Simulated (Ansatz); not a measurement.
Two G0W0 runs on WS2 (Tungstenite).

The database entry behind the starting cell differs from later determinations by our own check (an axis about 1.4 % long against later determinations), so it need not match the best structure at ambient conditions.

```yaml
crystal:
  lattice:
    - [3.18000, 0.00000, 0.00000]
    - [-1.59000, 2.75396, 0.00000]
    - [0.00000, 0.00000, 12.50000]
  atoms:
    - { symbol: W, position: [0.33333, 0.66667, 0.25000] }
    - { symbol: W, position: [0.66667, 0.33333, 0.75000] }
    - { symbol: S, position: [0.33333, 0.66667, 0.62500] }
    - { symbol: S, position: [0.66667, 0.33333, 0.12500] }
    - { symbol: S, position: [0.33333, 0.66667, 0.87500] }
    - { symbol: S, position: [0.66667, 0.33333, 0.37500] }
```

The cell and positions come from the Crystallography Open Database and are kept as given unless a step says otherwise. Spin-orbit coupling is left out unless a run names it.

The first (Ansatz 0.2.0; start PBE, 9×9×2 mesh, 326 empty bands, screening to 120 eV, hard PAW files; 1 × NVIDIA H100 80GB HBM3 (shared by 3 runs) with 3 threads of AMD EPYC 7R13 (Zen 3), shared host) gave, on its mesh: starting gap 1.14 eV, G0W0 gap 1.53 eV, RPA ε∞ (mean) 10.70, 80 s.

Question: The second changes empty bands from 326 to 703 and screening cutoff (eV) from 120 to 200. What does it give?

It gave: starting gap 1.14 eV, G0W0 gap 1.56 eV, RPA ε∞ (mean) 10.64, 3.8 min. The G0W0 gap moves by +0.03 eV, +0.00 eV from the start and +0.03 eV from the correction. Σc changes by −0.23 eV at the valence top and −0.20 eV at the conduction bottom, and Σx − Vxc between them by +0.00 eV.

Limits: not at the basis limit; no spin-orbit coupling.

[Paths, hosts, dates, memory and timing lines, banners, echoed tables and standing remarks are left out of the program output.]

[Logs are printed without paths, hosts, clocks, repeated set-up lines and the standing remarks that a program may print on its own settings, such as how far it seeks lower states.]

[Runs of the session that timed out or met a known fault of the program may be left out.]

[Cells called generated may have been cut or substituted from an entry of the Crystallography Open Database or the Materials Project.]

[Hosts, paths, dates, database ids (printed as entryN), source tags and the programs' standing remarks are cut or masked in the printed files.]
